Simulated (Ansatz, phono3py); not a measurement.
# Scattering channels in CdS (Greenockite, P6_3mc), one at a time

The second- and third-order constants of CdS (Greenockite) come from an earlier supercell run; what does phono3py make of them?

Measurements to reproduce:
- thermal conductivity 16 W/m/K near room temperature (given in “Combining the AFLOW GIBBS and Elastic Libraries to efficiently and robustly screen thermo-mechanical properties of solids”, 2017, arXiv:1611.05714)

Program: Ansatz 0.2.0 and phono3py 4.10.0. Level of theory: DFT r2SCAN, scalar-relativistic, plane waves, PAW; PAW set soft_1, in the first sound run; inputs show where later runs differ. Results are calculated unless marked as measured.

Report form: the programs' logs are mostly left out.

The database entry behind the starting cell differs from later determinations by our own check (about 0.35 % long), so it need not match the best structure at ambient conditions.

### Step 1. The structure

Symmetry: P6_3mc, No. 186, hexagonal system. The conventional cell has a = 4.165 Å, b = 4.165 Å, c = 6.768 Å, α = 90.00°, β = 90.00°, γ = 120.00°. Nearest to Cd lie 4 S at 2.54 to 2.55 Å. Nearest to S lie 4 Cd at 2.54 to 2.55 Å. Farther neighbours and most contacts between anions are not listed.

### Step 2. Where the constants come from

input.yaml reads:

```yaml
crystal:
  lattice:
    - [4.1646339296, 0.0, 0.0]
    - [-2.0823169648, 3.6066787805, 0.0]
    - [0.0, 0.0, 6.7678360047]
  atoms:
    - { symbol: Cd, position: [0.3333333333, 0.6666666667, -0.0009558619] }
    - { symbol: Cd, position: [0.6666666667, 0.3333333333, 0.4990441381] }
    - { symbol: S, position: [0.3333333333, 0.6666666667, 0.3759558619] }
    - { symbol: S, position: [0.6666666667, 0.3333333333, 0.8759558619] }
kpoints:
  mp_grid: { grid: [9, 9, 4] }
hamiltonian:
  xc: r2scan
  pseudopotentials: { kind: paw, azcp: { folder: soft_1 } }
scf:
  occupations: { method: fixed }
  lower_state_search: "off"
output:
  eigenvalues: true
phonons:
  method: fd
  dielectric: true
  supercell: [3, 3, 2]
  temperatures: { t_max: 1000, t_step: 50 }
  qpath:
    path:
      - [[0.0, 0.0, 0.0], [0.5, 0.0, 0.0], [0.33333333, 0.33333333, 0.0], [0.0, 0.0, 0.0], [0.0, 0.0, 0.5], [0.5, 0.0, 0.5], [0.33333333, 0.33333333, 0.5], [0.0, 0.0, 0.5]]
      - [[0.5, 0.0, 0.5], [0.5, 0.0, 0.0]]
      - [[0.33333333, 0.33333333, 0.0], [0.33333333, 0.33333333, 0.5]]
    npoints: 10
  third_order: { supercell: [3, 3, 2], pair_cutoff: 4.367 }
  lattice_thermal_conductivity:
    qmesh: [13, 13, 7]
    temperatures: [100.0, 150.0, 200.0, 300.0, 400.0, 500.0, 600.0, 800.0]
    isotope_mass_variance:
      - { species: Cd, variance: 0.0002716 }
      - { species: S, variance: 0.0001651 }
```

The run is started by

```
$ ansatz run input.yaml --threads 18 --pin off --max-ram 92160MiB --backend cuda --events-out ev --progress --plain --runs-dir out --max-vram 78GiB
```

Elapsed: 23 min, on 1 × NVIDIA GB200 with 18 threads of Arm Neoverse V2, shared host; peak memory 7.9 GiB.

Numbers from this step:

```
highest frequency            : 295.8 cm⁻¹
κ at 300 K (relaxation time) : 14.65 W/m/K
κ at 300 K (full solution)   : 16.38 W/m/K
dipole term                  : run
third-order blocks           : 616
```

### Step 3. Relaxation-time solution

The base run: each mode relaxes on its own with natural isotopes, and rates are split into normal and umklapp parts.

This step: DFT r2SCAN, scalar-relativistic, plane waves, PAW; PAW set soft_1; phono3py on Ansatz's force constants (phono3py 4.10.0).

phono3py.yaml reads:

```yaml
phono3py:
  version: "4.10.0"
  frequency_unit_conversion_factor: 15.633302
  symmetry_tolerance: 1.00000e-05

physical_unit:
  atomic_mass: "AMU"
  length: "angstrom"

space_group:
  type: "P6_3mc"
  number: 186
  Hall_symbol: "P 6c -2c"

primitive_matrix:
- [  1.000000000000000,  0.000000000000000,  0.000000000000000 ]
- [  0.000000000000000,  1.000000000000000,  0.000000000000000 ]
- [  0.000000000000000,  0.000000000000000,  1.000000000000000 ]

supercell_matrix:
- [   3,   0,   0 ]
- [   0,   3,   0 ]
- [   0,   0,   2 ]

# [primitive_cell block left out]
unit_cell:
  lattice:
  - [     4.164633929602186,     0.000000000000000,     0.000000000000000 ] # a
  - [    -2.082316964801093,     3.606678780498107,     0.000000000000000 ] # b
  - [     0.000000000000000,     0.000000000000000,     6.767836004700000 ] # c
  points:
  - symbol: Cd # 1
    coordinates: [  0.333333333333333,  0.666666666666667, -0.000955861900000 ]
    mass: 112.414000
    reduced_to: 1
  - symbol: Cd # 2
    coordinates: [  0.666666666666667,  0.333333333333333,  0.499044138100000 ]
    mass: 112.414000
    reduced_to: 2
  - symbol: S # 3
    coordinates: [  0.333333333333333,  0.666666666666667,  0.375955861900000 ]
    mass: 32.060000
    reduced_to: 3
  - symbol: S # 4
    coordinates: [  0.666666666666667,  0.333333333333333,  0.875955861900000 ]
    mass: 32.060000
    reduced_to: 4

# [supercell block left out]
phonon_supercell_matrix:
- [   3,   0,   0 ]
- [   0,   3,   0 ]
- [   0,   0,   2 ]

# [phonon_primitive_cell block left out]
# [phonon_supercell block left out]
nac:
  born_effective_charge:
  - # 1 (Cd)
    - [  2.149721815841585,  0.000000000000000,  0.000000000000000 ]
    - [  0.000000000000000,  2.149721815841584,  0.000000000000000 ]
    - [  0.000000000000000,  0.000000000000000,  2.225165993426336 ]
  - # 2 (Cd)
    - [  2.149721815841585,  0.000000000000000,  0.000000000000000 ]
    - [  0.000000000000000,  2.149721815841584,  0.000000000000000 ]
    - [  0.000000000000000,  0.000000000000000,  2.225165993426336 ]
  - # 3 (S)
    - [ -2.149721815841585,  0.000000000000000,  0.000000000000000 ]
    - [  0.000000000000000, -2.149721815841585,  0.000000000000000 ]
    - [  0.000000000000000,  0.000000000000000, -2.225165993426336 ]
  - # 4 (S)
    - [ -2.149721815841585,  0.000000000000000,  0.000000000000000 ]
    - [  0.000000000000000, -2.149721815841584,  0.000000000000000 ]
    - [  0.000000000000000,  0.000000000000000, -2.225165993426336 ]
  dielectric_constant:
    - [  5.383457480482410,  0.000000000000000,  0.000000000000000 ]
    - [  0.000000000000000,  5.383457480482409,  0.000000000000000 ]
    - [  0.000000000000000,  0.000000000000000,  5.453426528803349 ]
  unit_conversion_factor: 14.399645
```

The run is started by

```
$ phono3py phono3py.yaml --mesh 13 13 7 --br --isotope --nu --ts 100 150 200 300 400 500 600 800
```

It took 8.9 s on 8 threads of Intel Xeon at 2.70GHz, shared host; peak memory 0.09 GiB; 59 s of CPU time.

Numbers from this step:

```yaml
kappa_at_300_k: 14.54 W/m/K
kappa_xx_yy_zz_at_300_k: 14.44, 14.44, 14.74 W/m/K
normal_share_of_three_phonon_scattering_at_300_k: 0.577
```

W/m/K. Kappa, by row:

```
T (K)     xx     yy     zz  yz  xz  xy
  100   46.3   46.3  48.78   0   0   0
  150  29.53  29.53  30.58   0   0   0
  200  21.77  21.77  22.38   0   0   0
  300  14.44  14.44  14.74   0   0   0
  400  10.87  10.87  11.06   0   0   0
  500  8.734  8.734  8.875   0   0   0
  600  7.308  7.308  7.418   0   0   0
  800  5.516  5.516  5.592   0   0   0
```

The lattice thermal conductivity by temperature:

```
temperature (K)  xx (W/m/K)  zz (W/m/K)
            100        46.3        48.8
            150        29.5        30.6
            200        21.8        22.4
            300        14.4        14.7
            400        10.9        11.1
            500        8.73        8.88
            600        7.31        7.42
            800        5.52        5.59
```

Table of mean scattering rate at 300 K by frequency:

```
frequency (THz)  normal (1/ps)  umklapp (1/ps)
           0.18         0.0034          1.5e-4
           0.55        0.00806         0.00162
           0.92        0.00782         0.00336
           1.29         0.0125         0.00849
           1.66         0.0129          0.0127
           2.03         0.0176          0.0197
           2.40         0.0486          0.0291
           2.77          0.103          0.0838
           3.14          0.117           0.128
           3.51          0.119           0.125
           3.88         0.0612          0.0622
           4.25         0.0311          0.0503
           4.62              -               -
           4.99              -               -
           5.36              -               -
           5.73              -               -
           6.10              -               -
           6.47              -               -
           6.84          0.488          0.0977
           7.21          0.352           0.174
           7.58           0.14          0.0892
           7.95          0.073          0.0465
           8.32         0.0715          0.0299
           8.69          0.291           0.153
```

The base value at 300 K is 14.5 W/(m K).

The lattice thermal conductivity is 14.4 W/m/K at 300 K (xx), going as T^-1.0 above 200 K; 14.7 W/m/K at 300 K (zz), going as T^-1.0 above 200 K.

### Step 4. Two programs, one set of constants

This step: DFT r2SCAN, scalar-relativistic, plane waves, PAW; PAW set soft_1 (Ansatz 0.2.0).

Ansatz's figure includes its coherence part. Comparison, by row:

```
T (K)  Ansatz RTA (W/m/K)  phono3py RTA (W/m/K)  difference (%)
  100               47.44                 47.13           -0.67
  150               30.07                 29.88           -0.64
  200               22.12                 21.97           -0.65
  300               14.65                 14.54           -0.73
  400               11.03                 10.93           -0.85
  500               8.871                 8.781           -1.01
  600               7.432                 7.345           -1.18
  800               5.628                 5.541           -1.55
```

### Step 5. Without isotopes, third order supercell 3×3×2, supercell 3×3×2

Leaving out the isotope term shows how much the natural mass disorder scatters.

This step: DFT r2SCAN, scalar-relativistic, plane waves, PAW; PAW set soft_1; phono3py on Ansatz's force constants (phono3py 4.10.0).

phono3py.yaml is that of step 3.

The run is started by

```
$ phono3py phono3py.yaml --mesh 13 13 7 --br --ts 100 150 200 300 400 500 600 800
```

Wall time 7.6 s (8 threads); peak memory 0.09 GiB.

This step gave:

```
κ at 300 K            : 15.78 W/m/K
κ xx, yy, zz at 300 K : 15.71, 15.71, 15.92 W/m/K
```

W/m/K. Kappa, by row:

```
T (K)     xx     yy     zz  yz  xz  xy
  100  59.23  59.23  60.67   0   0   0
  150  34.73  34.73  35.37   0   0   0
  200  24.62  24.62  25.01   0   0   0
  300  15.71  15.71  15.92   0   0   0
  400  11.59  11.59  11.74   0   0   0
  500  9.203  9.203  9.318   0   0   0
  600  7.637  7.637  7.731   0   0   0
  800  5.704  5.704  5.773   0   0   0
```

κ at 300 K goes from 14.5 in the base run to 15.8 W/(m K).

### Step 6. Another q-mesh, third order supercell 3×3×2, supercell 3×3×2

The q-mesh of the transport sums changes, with the same scattering terms.

phono3py.yaml is that of step 5.

The run is started by

```
$ phono3py phono3py.yaml --mesh 3 3 3 --br --isotope --ts 100 300 600
```

Elapsed: 0.75 s, on 8 threads; peak memory 0.08 GiB; 0.87 s of CPU time.

Numbers from this step:

```
κ at 300 K            : 8.638 W/m/K
κ xx, yy, zz at 300 K : 5.268, 5.268, 15.38 W/m/K
```

W/m/K. Kappa, by row:

```
T (K)     xx     yy     zz  yz  xz  xy
  100  13.11  13.11  47.91   0   0   0
  300  5.268  5.268  15.38   0   0   0
  600  2.889  2.889  7.778   0   0   0
```

This mesh is too coarse for the transport sums: κ at 300 K comes out at 8.64 against 14.5 W/(m K) in the base run.

### Step 7. Another q-mesh, third order supercell 3×3×2, supercell 3×3×2 (run 2)

phono3py.yaml is that of step 6.

The run is started by

```
$ phono3py phono3py.yaml --mesh 7 7 3 --br --isotope --ts 100 300 600
```

Run time: 0.96 s. Hardware: 8 threads; peak memory 0.08 GiB; 2 s of CPU time.

W/m/K. Kappa, by row:

```
T (K)     xx     yy     zz  yz  xz  xy
  100  41.03  41.03   39.4   0   0   0
  300  13.21  13.21  11.71   0   0   0
  600   6.78   6.78    5.9   0   0   0
```

κ at 300 K goes from 14.5 in the base run to 12.7 W/(m K).

### Step 8. Another q-mesh, third order supercell 3×3×2, supercell 3×3×2 (run 3)

phono3py.yaml is that of step 7.

The run is started by

```
$ phono3py phono3py.yaml --mesh 9 9 5 --br --isotope --ts 100 300 600
```

The job ended after 2.2 s (8 threads; peak memory 0.08 GiB; 9.4 s of CPU time).

W/m/K. Kappa, by row:

```
T (K)     xx     yy     zz  yz  xz  xy
  100  43.49  43.49  46.14   0   0   0
  300  14.01  14.01  14.34   0   0   0
  600  7.144  7.144  7.267   0   0   0
```

κ at 300 K goes from 14.5 in the base run to 14.1 W/(m K).

### Step 9. Another q-mesh, third order supercell 3×3×2, supercell 3×3×2 (run 4)

phono3py.yaml is that of step 8.

The run is started by

```
$ phono3py phono3py.yaml --mesh 15 15 9 --br --isotope --ts 100 300 600
```

Wall time 27 s (8 threads); peak memory 0.09 GiB; 3.2 min of CPU time.

κ at 300 K goes from 14.5 in the base run to 14.6 W/(m K).

### Step 10. Another q-mesh, third order supercell 3×3×2, supercell 3×3×2 (run 5)

phono3py.yaml is that of step 9.

The run is started by

```
$ phono3py phono3py.yaml --mesh 19 19 11 --br --isotope --ts 100 300 600
```

The job ended after 83 s (8 threads; peak memory 0.11 GiB).

κ at 300 K goes from 14.5 in the base run to 14.4 W/(m K).

### Step 11. Another q-mesh, third order supercell 3×3×2, supercell 3×3×2 (run 6)

phono3py.yaml is that of step 10.

The run is started by

```
$ phono3py phono3py.yaml --mesh 25 25 13 --br --isotope --ts 100 300 600
```

Elapsed: 4.5 min, on 8 threads; peak memory 0.14 GiB; 34 min of CPU time.

W/m/K. Kappa, by row:

```
T (K)     xx     yy     zz  yz  xz  xy
  100  43.27  43.27  48.21   0   0   0
  300  13.76  13.76  14.68   0   0   0
  600  6.972  6.972  7.386   0   0   0
```

κ at 300 K goes from 14.5 in the base run to 14.1 W/(m K).

### Step 12. Mesh convergence

This step: DFT r2SCAN, scalar-relativistic, plane waves, PAW; PAW set soft_1 (phono3py 4.10.0).

Series, by row:

```
  q mesh  kappa at 100 K (W/m/K)  kappa at 300 K (W/m/K)  kappa at 600 K (W/m/K)  seconds
   3x3x3                   24.71                   8.639                   4.519     0.75
   7x7x3                   40.49                   12.71                   6.487     0.96
   9x9x5                   44.37                   14.12                   7.185     2.23
 13x13x7                   47.13                   14.54                   7.345     9.65
 15x15x9                   47.08                   14.59                   7.377    26.64
19x19x11                   46.15                   14.36                   7.256    83.45
25x25x13                   44.92                   14.07                    7.11    267.4
```

### Step 13. Boundary scattering, third order supercell 3×3×2, supercell 3×3×2

A boundary term v/L is added to each rate, a simple model of grains or a thin sample.

This step: DFT r2SCAN, scalar-relativistic, plane waves, PAW; PAW set soft_1; phono3py on Ansatz's force constants (phono3py 4.10.0).

phono3py.yaml is that of step 11.

The run is started by

```
$ phono3py phono3py.yaml --mesh 13 13 7 --br --isotope --boundary-mfp 0.03 --ts 100 150 200 300 400 500 600 800
```

Wall time 8.2 s (8 threads); peak memory 0.09 GiB.

This step gave:

```
κ at 300 K            : 4.413 W/m/K
κ xx, yy, zz at 300 K : 4.4, 4.4, 4.438 W/m/K
```

W/m/K. Kappa, by row:

```
T (K)     xx     yy     zz  yz  xz  xy
  100  5.616  5.616   5.82   0   0   0
  150  5.414  5.414  5.534   0   0   0
  200   5.06   5.06  5.137   0   0   0
  300    4.4    4.4  4.438   0   0   0
  400  3.887  3.887  3.909   0   0   0
  500  3.489  3.489  3.502   0   0   0
  600  3.171  3.171   3.18   0   0   0
  800  2.695  2.695  2.699   0   0   0
```

κ at 300 K goes from 14.5 in the base run to 4.41 W/(m K).

### Step 14. Boundary scattering, third order supercell 3×3×2, supercell 3×3×2 (run 2)

phono3py.yaml is that of step 13.

The run is started by

```
$ phono3py phono3py.yaml --mesh 13 13 7 --br --isotope --boundary-mfp 0.3 --ts 100 150 200 300 400 500 600 800
```

The job ended after 9.2 s (8 threads; peak memory 0.09 GiB; 62 s of CPU time).

This step gave:

```
κ at 300 K            : 10.27 W/m/K
κ xx, yy, zz at 300 K : 10.23, 10.23, 10.33 W/m/K
```

κ at 300 K goes from 14.5 in the base run to 10.3 W/(m K).

### Step 15. Direct solution of the linearised equation, third order supercell 3×3×2, supercell 3×3×2

Solving the linearised equation directly keeps the heat that normal processes pass on between modes; it is dearer, so the mesh may be smaller.

phono3py.yaml is that of step 14.

The run is started by

```
$ phono3py phono3py.yaml --mesh 13 13 7 --lbte --isotope --ts 100 300 600
```

Wall time 2.3 min (8 threads); peak memory 0.35 GiB.

Numbers from this step:

```
κ at 300 K            : 16.23 W/m/K
κ xx, yy, zz at 300 K : 16.43, 16.43, 15.82 W/m/K
```

W/m/K. Kappa, by row:

```
T (K)     xx     yy     zz  yz  xz  xy  RTA mean
  100  52.37  52.37  52.66   0   0   0     47.13
  300  16.43  16.43  15.82   0   0   0     14.54
  600  8.391  8.391  7.968   0   0   0     7.345
```

κ at 300 K goes from 14.5 in the base run to 16.2 W/(m K).

### Step 16. Adding coherences, third order supercell 3×3×2, supercell 3×3×2

Close branches can carry heat by tunnelling between them, which the particle picture leaves out.

phono3py.yaml is that of step 15.

The run is started by

```
$ phono3py phono3py.yaml --mesh 13 13 7 --br --isotope --tt smm19 --ts 100 150 200 300 400 500 600 800
```

The job ended after 8.9 s (8 threads; peak memory 0.09 GiB).

Numbers from this step:

```
κ at 300 K            : 14.58 W/m/K
κ xx, yy, zz at 300 K : 14.48, 14.48, 14.77 W/m/K
```

W/m/K. Kappa, by row:

```
T (K)     xx     yy     zz  yz  xz  xy  intra mean  inter mean
  100  46.32  46.32  48.78   0   0   0       47.13      0.0122
  150  29.56  29.56   30.6   0   0   0       29.88     0.02029
  200   21.8   21.8   22.4   0   0   0       21.98     0.02682
  300  14.48  14.48  14.77   0   0   0       14.54     0.03649
  400  10.92  10.92  11.09   0   0   0       10.93     0.04364
  500   8.79   8.79  8.911   0   0   0       8.781     0.04942
  600  7.369  7.369  7.459   0   0   0       7.345     0.05441
  800  5.585  5.585  5.642   0   0   0       5.541       0.063
```

κ at 300 K goes from 14.5 in the base run to 14.6 W/(m K).

### Step 17. Gaussian smearing, third order supercell 3×3×2, supercell 3×3×2

A Gaussian replaces the tetrahedron method for energy conservation; its width must match the mesh.

phono3py.yaml is that of step 16.

The run is started by

```
$ phono3py phono3py.yaml --mesh 13 13 7 --br --isotope --sigma 0.03 --ts 100 300 600
```

Wall time 8.2 s (8 threads); peak memory 0.09 GiB; 56 s of CPU time.

This step gave:

```
κ at 300 K            : 14.23 W/m/K
κ xx, yy, zz at 300 K : 13.76, 13.76, 15.18 W/m/K
```

W/m/K. Kappa, by row:

```
T (K)     xx     yy     zz  yz  xz  xy
  100  43.28  43.28  50.85   0   0   0
  300  13.76  13.76  15.18   0   0   0
  600  6.985  6.985  7.627   0   0   0
```

With a width of 0.03 THz κ at 300 K is 14.2 W/(m K), -2.1 % from the tetrahedron value.

Between step 3 and this run (delta function Gaussian and sigma 0.03 THz) the value for the κ at 300 K moves from 14.5 W/m/K to 14.2 W/m/K (-2 %).

### Step 18. Gaussian smearing, third order supercell 3×3×2, supercell 3×3×2 (run 2)

phono3py.yaml is that of step 17.

The run is started by

```
$ phono3py phono3py.yaml --mesh 13 13 7 --br --isotope --sigma 1 --ts 100 300 600
```

Elapsed: 8.1 s, on 8 threads; peak memory 0.09 GiB; 53 s of CPU time.

Numbers from this step:

- κ at 300 K: 9.074 W/m/K
- κ xx, yy, zz at 300 K: 8.821, 8.821, 9.578 W/m/K

With a width of 1 THz κ at 300 K is 9.07 W/(m K), -37.6 % from the tetrahedron value; a width this large blurs energy conservation.

Between step 17 and this run (sigma 1 THz) the value for the κ at 300 K moves from 14.2 W/m/K to 9.07 W/m/K (-36 %).

(Continued in part 2 of 2.)

[Logs are printed without paths, hosts, clocks, repeated set-up lines and the standing remarks that a program may print on its own settings, such as how far it seeks lower states.]

[Hosts, paths, dates, database ids (printed as entryN), source tags and the programs' standing remarks are cut or masked in the printed files.]

[A step with changed settings may run another functional than the one named; its input shows which.]
